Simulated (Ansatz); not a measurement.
# NO on Rh(100): change of the work function, part 4 of 5

How does NO on the top site change the work function of Rh(100) as the layer fills?

Ansatz 0.2.0; plane-wave DFT, PBE, Ansatz PAW (the session's first sound run).

So far, work function, upper face (eV): step 2 (the clean slab) 5.08; step 3 (38 atoms, coverage 0.111 ML, cell 3x3) 4.96; step 4 (18 atoms, coverage 0.25 ML, cell 2x2) 4.89; step 5 (20 atoms, coverage 0.5 ML, cell 2x2) 4.94.

## 6. The covered slab, k-mesh 11×11×1, coverage 1 ML

System of this step: NO/Rh(100). The cell holds 6 atoms: 4 Rh, 1 N and 1 O. Its edges and angles: a = 2.687 Å, b = 2.687 Å, c = 27.010 Å, α = 90.0°, β = 90.0°, γ = 90.0°. Vacuum lies along c.

Another coverage, to see how the dipoles act on each other as their distance changes.

The input, input.yaml:

```yaml
crystal:
  lattice:
    - [2.6870057685, 0.0, 0.0]
    - [0.0, 2.6870057685, 0.0]
    - [0.0, 0.0, 27.0099412741]
  atoms:
    - { symbol: Rh, position: [0.5, 0.5, 0.3332106467] }
    - { symbol: Rh, position: [0.0, 0.0, 0.4035551166] }
    - { symbol: Rh, position: [0.5, 0.5, 0.4752767388] }
    - { symbol: Rh, position: [0.0, 0.0, 0.5442418821] }
    - { symbol: "N", position: [0.0, 0.0, 0.6231017351] }
    - { symbol: O, position: [0.0, 0.0, 0.6667893533] }
kpoints:
  mp_grid: { grid: [11, 11, 1] }
hamiltonian:
  xc: pbe
scf:
  occupations: { method: fermi_dirac, width: 0.1 }
  convergence: { dr2_threshold: 1.0e-08 }
efield:
  axis: 3
  dipole_correction: true
  ramp_position: 0.97
  ramp_width: 0.06
relax:
  f_tol: 0.02
  max_steps: 60
  constraints: [{ sites: [0, 1] }]
output:
  bader: true
  write_potential: true
  write_density: true
  volumetric_format: npy
```

Command:

```console
> ansatz run input.yaml --threads 4 --pin off --max-ram 12288MiB --backend cpu --events-out ev --progress --plain --runs-dir out
```

Numbers of over 12 decimals in the logs are rounded to 6 here.

What it wrote:

```text
[...]
Crystal: 6 atoms, lattice volume = 195.012 Å³
Basis set: ecut = 420 eV, 3871 PW (Γ), exchange–correlation on 36×36×384 points (8 copies of the dense FFT grid, shifted against one another)
Bands: 48, of which v1, the nominal top of the filled ones, is band 40 counted from 1 (39 counted from 0)
Symmetry: 8 space group operations
[...]
- { symbol: N, position: [0, 0.0, 0.615334] }
    - { symbol: O, position: [0, 0.0, 0.658550] }
--- Bader charges: 6 sites ---
  site symbol  charge [e]  shift [e]
     0     Rh     -0.0456     0.0001
     1     Rh      0.0542     0.0001
     2     Rh     -0.0497     0.0000
     3     Rh      0.2901     0.0026
     4      N      0.0954     0.0089
     5      O     -0.3445     0.0062
  estimated error of the sums over rays = 3.6e-4 e
[key lines of the parts left out:]
SCF converged after 8 iterations
Free energy (F): -26559.185307 eV
Fermi energy:    3.805521 eV
Dipole field:    D = -0.002078 V/Å  (p = -0.002239 e·Å, saw-weighted, corrected)
Work function:   Φ+ = 5.0690 eV   Φ− = 5.0129 eV
```

Wall time 51 s (4 threads of Arm Neoverse V1, shared host); peak memory 0.56 GiB; 3.3 min of CPU time.

Relaxation path:

```tsv
step	energy less that of the first step (eV)	largest force component (eV/Å)
1	0.0000	2.6242
2	-0.3847	2.1294
3	-0.2942	5.5883
4	-0.6309	0.8555
5	-0.6472	0.0992
6	-0.6482	0.0055
```

Relaxation step 3 was tried and not accepted.

Forces are held to the 8 operations that the run works with; a distortion that breaks them can't arise in this run.

The atoms that moved most (Å):

```tsv
atom	dx	dy	dz	length
O6	0.000	0.000	-0.223	0.223
N5	0.000	0.000	-0.210	0.210
Rh4	0.000	0.000	0.138	0.138
Rh3	0.000	0.000	-0.043	0.043
```

The relaxed structure:

```xyz
6
Lattice="2.6870 0.0000 0.0000 0.0000 2.6870 0.0000 0.0000 0.0000 27.0099" Properties=species:S:1:pos:R:3
Rh    1.3435    1.3435    9.0000
Rh    0.0000    0.0000   10.9000
Rh    1.3435    1.3435   12.7940
Rh    0.0000    0.0000   14.8374
N     0.0000    0.0000   16.6201
O     0.0000    0.0000   17.7874
```

The relaxation took 6 steps and lowered the energy by 0.65 eV; the largest force on the free atoms ends at 0.0055 eV/Å.

The covered face has 5.07 eV, -0.01 eV against the clean one; the bare back face has moved by -0.07 eV, a measure of how thin the slab is.

## 7. Work function against coverage

This step: plane-wave DFT, PBE, Ansatz PAW; work function against coverage (Ansatz 0.2.0).

The runs are now put side by side.

Numbers from this step:

| Property | Result |
| --- | --- |
| work function of the clean face | 5.082 eV |
| largest change of the work function | -0.1943 eV |

Work function of the covered face against coverage:

```tsv
coverage (adsorbates/nm²)	work function of the covered face (eV)
0.00	5.08
1.54	4.96
3.46	4.89
6.93	4.94
13.85	5.07
```

The dipole per adsorbate comes from the change of the cell's dipole. Coverage, by row:

```tsv
coverage (1/nm²)	coverage (ML)	work function (eV)	change (eV)	dipole per adsorbate, positive end outwards (debye)	mean height of the added atoms over the highest substrate atom (Å)
1.539	0.1111	4.957	-0.1242	0.22	2.34
3.463	0.25	4.887	-0.1943	0.153	2.338
6.925	0.5	4.944	-0.1376	0.048	2.342
13.85	1	5.069	-0.01246	-0.011	2.366
```

## 8. The 0.25 ML cell at another level of theory, cutoff 1240 eV, functional PBE

This step: plane-wave DFT, PBE, norm-conserving (Ansatz 0.2.0).

System of this step: NO/Rh(100). The cell holds 18 atoms: 16 Rh, 1 N and 1 O. Its edges and angles: a = 5.374 Å, b = 5.374 Å, c = 27.010 Å, α = 90.0°, β = 90.0°, γ = 90.0°. Vacuum lies along c.

The geometry is kept and the functional is PBE; other changes against the main runs: norm-conserving files and cutoff 420 → 1240.

The input, input.yaml:

```yaml
crystal:
  lattice:
    - [5.374011537, 0.0, 0.0]
    - [0.0, 5.374011537, 0.0]
    - [0.0, 0.0, 27.0099412741]
  atoms:
    - { symbol: Rh, position: [0.25, 0.25, 0.3332106467] }
    - { symbol: Rh, position: [0.0, 0.0, 0.4035551166] }
    - { symbol: Rh, position: [0.2486883869, 0.2486883869, 0.4753092272] }
    - { symbol: Rh, position: [0.0, 0.0, 0.5540976713] }
    - { symbol: Rh, position: [0.25, 0.75, 0.3332106467] }
    - { symbol: Rh, position: [0.0, 0.5, 0.4035551166] }
    - { symbol: Rh, position: [0.2486883869, 0.7513116131, 0.4753092272] }
    - { symbol: Rh, position: [0.0, 0.5, 0.5430378992] }
    - { symbol: Rh, position: [0.75, 0.25, 0.3332106467] }
    - { symbol: Rh, position: [0.5, 0.0, 0.4035551166] }
    - { symbol: Rh, position: [0.7513116131, 0.2486883869, 0.4753092272] }
    - { symbol: Rh, position: [0.5, 0.0, 0.5430378992] }
    - { symbol: Rh, position: [0.75, 0.75, 0.3332106467] }
    - { symbol: Rh, position: [0.5, 0.5, 0.4035551166] }
    - { symbol: Rh, position: [0.7513116131, 0.7513116131, 0.4753092272] }
    - { symbol: Rh, position: [0.5, 0.5, 0.543649959] }
    - { symbol: "N", position: [0.0, 0.0, 0.6191284151] }
    - { symbol: O, position: [0.0, 0.0, 0.6622104184] }
kpoints:
  mp_grid: { grid: [6, 6, 1] }
hamiltonian:
  xc: pbe
  pseudopotentials: { kind: nc }
scf:
  occupations: { method: fermi_dirac, width: 0.1 }
  convergence: { dr2_threshold: 1.0e-08 }
efield:
  axis: 3
  dipole_correction: true
  ramp_position: 0.97
  ramp_width: 0.06
output:
  write_potential: true
  write_density: true
  volumetric_format: npy
```

What it wrote:

```text
[...]
Crystal: 18 atoms, lattice volume = 780.047 Å³
Basis set: ecut = 1240 eV, 77479 PW (Γ)
Bands: 170, of which v1, the nominal top of the filled ones, is band 142 counted from 1 (141 counted from 0)
Symmetry: 8 space group operations
[...]
k-points: 10 of 36
[...]
SCF iter   1: F=—  HF=-51807.026688 eV  |F-HF|=—  |Δ(HF+E_count)|=         —  Δρ=6.16e-2  dr2=3.16e1  ethr=3.10e-3  p=-0.000 e·Å  D=-3.64e-9 V/Å  ΔV_dip=0.00 eV  dr2_dipole=3.01e-3  V_vac-E_F(+/−)=5.81/5.81 eV  ⟨swp⟩=10.4  Hψ=9520  notcnv=0  defer=24
[...]
SCF iter  12: F=-51799.325225 eV  HF=-51799.325225 eV  |F-HF|=1.09e-10  |Δ(HF+E_count)|=  3.93e-10  Δρ=5.72e-8  dr2=3.06e-11  ethr=1.00e-12  p=0.031 e·Å  D=7.17e-3 V/Å  ΔV_dip=-0.19 eV  dr2_dipole=3.67e-12  V_vac-E_F(+/−)=4.89/5.09 eV  ⟨swp⟩=3.9  Hψ=4275  notcnv=0
SCF 1 converged in 12 iterations: F = -51799.325225 eV  dr2 = 3.06e-11
[...]
SCF converged after 12 iterations
an eigenvalue changed by more than its tolerance at an iteration that met the thresholds in force, so the SCF went on 2 times: the last check was not made
the last check of whether an eigenvalue changes by more than its tolerance under the output density was not made (no_room)
Free energy (F): -51799.325225 eV
[...]
Internal energy: -51798.378623 eV  (E = F + TS)
E sigma→0 (E₀):  -51798.851924 eV
Entropy (-TS):   -0.946602 eV (-52.589 meV/atom)
Fermi energy:    3.097949 eV
Dipole field:    D = 0.007170 V/Å  (p = 0.030908 e·Å, saw-weighted, corrected)
Work function:   Φ+ = 4.8926 eV   Φ− = 5.0862 eV
[...]
--- Band table (eV; the first three rows and the last of 10) ---
  k-point 0: bands = [... 138 lower, 3.2529, 3.3362, 3.4522, 3.4522, 3.4916, 3.5774, 3.5860, 3.7363, ... 24 higher]
  k-point 1: bands = [... 138 lower, 3.1599, 3.2642, 3.3108, 3.3541, 3.3947, 3.4670, 3.5468, 3.5670, ... 24 higher]
  k-point 2: bands = [... 138 lower, 2.9632, 2.9962, 3.0648, 3.1772, 3.1933, 3.3431, 3.3900, 3.5426, ... 24 higher]
  k-point 9: bands = [... 138 lower, 2.1732, 2.1920, 2.4277, 2.5372, 2.5372, 2.8170, 2.8404, 2.8937, ... 24 higher]
```

Wall time 6 min (4 threads); peak memory 11 GiB; 24 min of CPU time.

Numbers from this step:

| Quantity | Value |
| --- | --- |
| energy at zero smearing | -51798.8519 eV |
| work function, upper face | 4.893 eV |
| work function, lower face | 5.086 eV |
| dipole along the normal | 0.03091 e·Å |
| step between the vacuum levels | -0.1937 eV |

The work function comes to 4.89 eV, +0.01 eV from the first level.

## 9. The 0.25 ML cell at another level of theory, cutoff 2100 eV, functional PBE

This step: plane-wave DFT, PBE, JTH PAW (Ansatz 0.2.0).

The geometry is kept and the functional is PBE; other changes against the main runs: JTH PAW files and cutoff 420 → 2100.

input.yaml: that of step 8 with these lines changed.

```diff
@@ -28,3 +28,3 @@
   xc: pbe
-  pseudopotentials: { kind: nc }
+  pseudopotentials: { kind: paw, source: jth }
 scf:
```

What it wrote:

```text
Warning: <dir> the checks of this Rh dataset prove no rule for summing its radial tables, as where they were carried onto another mesh than they were made on, and Gregory's rule is taken, under which a leading mesh point left out moves its sums only by what lay on the interval it spanned. That does not make them correct, and they differ from Quantum ESPRESSO's on this file; a re-export a fraction of a mesh step off can move them. hamiltonian.pseudopotentials.radial_quadrature: simpson_from_first_knot sums it by `pw.x`'s rule; on a PAW file no value gives `pw.x`'s numbers. What more to know: hamiltonian.pseudopotentials.radial_quadrature, in the input reference
Warning: <dir> the checks of this N dataset prove no rule for summing its radial tables, as where they were carried onto another mesh than they were made on, and Gregory's rule is taken, under which a leading mesh point left out moves its sums only by what lay on the interval it spanned. That does not make them correct, and they differ from Quantum ESPRESSO's on this file; a re-export a fraction of a mesh step off can move them. hamiltonian.pseudopotentials.radial_quadrature: simpson_from_first_knot sums it by `pw.x`'s rule; on a PAW file no value gives `pw.x`'s numbers. What more to know: hamiltonian.pseudopotentials.radial_quadrature, in the input reference
Warning: <dir> the checks of this O dataset prove no rule for summing its radial tables, as where they were carried onto another mesh than they were made on, and Gregory's rule is taken, under which a leading mesh point left out moves its sums only by what lay on the interval it spanned. That does not make them correct, and they differ from Quantum ESPRESSO's on this file; a re-export a fraction of a mesh step off can move them. hamiltonian.pseudopotentials.radial_quadrature: simpson_from_first_knot sums it by `pw.x`'s rule; on a PAW file no value gives `pw.x`'s numbers. What more to know: hamiltonian.pseudopotentials.radial_quadrature, in the input reference
Warning: basis.ecutrho_ratio 4 (ecutrho = 8400 eV, dense FFT grid 81×81×405): the grid does not resolve the core-correction charge of N (measure 0.11 e/Å^2.5); warned from 0.08. The energy and each atom's force then go with where the atoms sit on the grid: [figures from the program's tests cut] If this deck is also warned that a cutoff or its ratio is below what is recommended, mend that before anything below. First try basis.xc_grid, which is 1 on this run (the dense grid itself), where it is not refused (2, then 3). Above 1 the core-correction charge is laid on the exchange–correlation grid, and this warning is never given, whether or not the level is enough: [rest of the remark cut]
[...]
Crystal: 18 atoms, lattice volume = 780.047 Å³
Basis set: ecut = 2100 eV, 170385 PW (Γ)
Bands: 170, of which v1, the nominal top of the filled ones, is band 142 counted from 1 (141 counted from 0)
Symmetry: 8 space group operations
[...]
k-points: 10 of 36
[...]
SCF iter   1: F=—  HF=-103301.184533 eV  |F-HF|=—  |Δ(HF+E_count)|=         —  Δρ=5.91e-2  dr2=3.15e1  ethr=3.10e-3  p=-0.000 e·Å  D=-6.63e-9 V/Å  ΔV_dip=0.00 eV  dr2_dipole=1.22e-3  V_vac-E_F(+/−)=5.81/5.81 eV  ⟨swp⟩=19.1  Hψ=19198  notcnv=0  defer=44
[...]
SCF iter  11: F=-103293.347908 eV  HF=-103293.347908 eV  |F-HF|=4.54e-9  |Δ(HF+E_count)|=   1.20e-8  Δρ=9.07e-7  dr2=9.68e-9  ethr=3.53e-12  p=0.029 e·Å  D=6.62e-3 V/Å  ΔV_dip=-0.18 eV  dr2_dipole=3.84e-12  V_vac-E_F(+/−)=4.91/5.09 eV  ⟨swp⟩=23.9  Hψ=10750  notcnv=0
SCF 1 converged in 11 iterations: F = -103293.347908 eV  dr2 = 9.68e-9
[...]
SCF converged after 11 iterations
[...]
Free energy (F): -103293.347908 eV
[...]
Internal energy: -103292.402560 eV  (E = F + TS)
E sigma→0 (E₀):  -103292.875234 eV
Entropy (-TS):   -0.945347 eV (-52.519 meV/atom)
Fermi energy:    3.140213 eV
Dipole field:    D = 0.006615 V/Å  (p = 0.028515 e·Å, saw-weighted, corrected)
Work function:   Φ+ = 4.9090 eV   Φ− = 5.0877 eV
[...]
--- Band table (eV; the first three rows and the last of 10) ---
  k-point 0: bands = [... 138 lower, 3.2949, 3.3795, 3.4964, 3.4964, 3.5354, 3.6203, 3.6304, 3.7795, ... 24 higher]
  k-point 1: bands = [... 138 lower, 3.2032, 3.3072, 3.3543, 3.3973, 3.4381, 3.5109, 3.5857, 3.6104, ... 24 higher]
  k-point 2: bands = [... 138 lower, 3.0039, 3.0387, 3.1077, 3.2200, 3.2346, 3.3857, 3.4326, 3.5865, ... 24 higher]
  k-point 9: bands = [... 138 lower, 2.2138, 2.2316, 2.4690, 2.5803, 2.5803, 2.8606, 2.8856, 2.9359, ... 24 higher]
```

It took 16 min on 4 threads; peak memory 10 GiB; 63 min of CPU time.

This step gave:

| Property | Result |
| --- | --- |
| energy at zero smearing | -103292.8752 eV |
| work function, upper face | 4.909 eV |
| work function, lower face | 5.088 eV |
| dipole along the normal | 0.02851 e·Å |
| step between the vacuum levels | -0.1787 eV |

The work function comes to 4.91 eV, +0.02 eV from the first level.

## 10. The 0.25 ML cell at another level of theory, cutoff 420 eV, functional PBEsol

This step: plane-wave DFT, PBEsol, Ansatz PAW (Ansatz 0.2.0).

The geometry is kept and the functional is PBEsol.

input.yaml: that of step 9 with these lines changed.

```diff
@@ -27,4 +27,3 @@
 hamiltonian:
-  xc: pbe
-  pseudopotentials: { kind: paw, source: jth }
+  xc: pbesol
 scf:
```

What it wrote:

```text
[...]
Crystal: 18 atoms, lattice volume = 780.047 Å³
Basis set: ecut = 420 eV, 15179 PW (Γ)
Bands: 170, of which v1, the nominal top of the filled ones, is band 142 counted from 1 (141 counted from 0)
Symmetry: 8 space group operations
[...]
k-points: 10 of 36
[...]
k-point 0: bands = [... 138 lower, 3.0788, 3.1658, 3.2760, 3.2760, 3.3209, 3.4067, 3.4117, 3.5687, ... 24 higher]
  k-point 1: bands = [... 138 lower, 2.9823, 3.0915, 3.1339, 3.1821, 3.2199, 3.2917, 3.3503, 3.3950, ... 24 higher]
  k-point 2: bands = [... 138 lower, 2.7782, 2.8168, 2.8910, 3.0034, 3.0094, 3.1644, 3.2151, 3.3684, ... 24 higher]
  k-point 9: bands = [... 138 lower, 1.9907, 2.0015, 2.2508, 2.3560, 2.3560, 2.6371, 2.6589, 2.7176, ... 24 higher]
[key lines of the parts left out:]
SCF converged after 11 iterations
Free energy (F): -102348.090360 eV
Fermi energy:    2.918212 eV
Dipole field:    D = 0.010591 V/Å  (p = 0.045656 e·Å, saw-weighted, corrected)
Work function:   Φ+ = 4.9251 eV   Φ− = 5.2112 eV
```

The job ended after 69 s (4 threads; peak memory 3.2 GiB).

The work function comes to 4.93 eV, +0.04 eV from the first level.

## 11. Side by side

Times are for 4 threads of Arm Neoverse V1, shared host. The runs compared:

```tsv
no.	functional	work function, upper face (eV)	dipole along the normal (e·Å)	time	memory (GiB)
1	pbe	4.893	0.03091	6 min	11
2	pbe	4.909	0.02851	16 min	10
3	pbesol	4.925	0.04566	69 s	3.2
```

[end of part 4 of 5]

[Logs are printed without paths, hosts, clocks, repeated set-up lines and the standing remarks that a program may print on its own settings, such as how far it seeks lower states.]

[Hosts, paths, dates, database ids (printed as entryN), source tags and the programs' standing remarks are cut or masked in the printed files.]

[Maps of the electrostatic potential energy from Ansatz leave out the sawtooth potential of an applied field or a dipole correction, so their vacuum need not be flat; planar profiles and work functions include it.]
